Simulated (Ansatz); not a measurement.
# A thicker film of GaN (10-10) from two thinner ones

In a field along its normal an insulating film takes a dipole p. Written as a length, p/(ε₀AE), it should grow by 1 − 1/ε for each ångström added.

Set-up. Ansatz 0.2.0, plane waves with PAW datasets (its set soft_2), PBE; wurtzite films relaxed at a bulk in-plane lattice constant near the measured one, then held in weak fields of both signs with a dipole correction (A is the cell's area, E the outer field).

| run | distance between the outer atoms (Å) | p/(ε₀AE) (Å) |
| --- | --- | --- |
| 3 units | 6.562 | 7.580 |
| 4 units | 9.363 | 9.918 |
| 6 units | 14.968 | ? |

Q: Estimate the withheld value from the rows shown.

Two rows fix a line: slope = (9.918 − 7.580) / (9.363 − 6.562) = 0.8347, intercept 2.1027. That slope means ε = 1/(1 − 0.8347) = 6.05. At 14.968 it gives 0.8347 × 14.968 + 2.1027 = 14.596 Å, beyond the rows fitted. Rounding of the rows alone allows about ±0.005 Å there; two rows can't show whether the line holds.

The run itself gives 14.573 Å: a miss of −0.023 Å, or 0.2 % of the value. The length is met to within 1 %, though ε is more sensitive than the length: the two thickest films give ε = 5.90.

Caveats: This is the electronic response alone. A unit is one step of the cut along the normal (a plane, a pair of planes or a cell), and the layers relax along it, away from their bulk spacing where the functional's lattice constant differs from the one held.
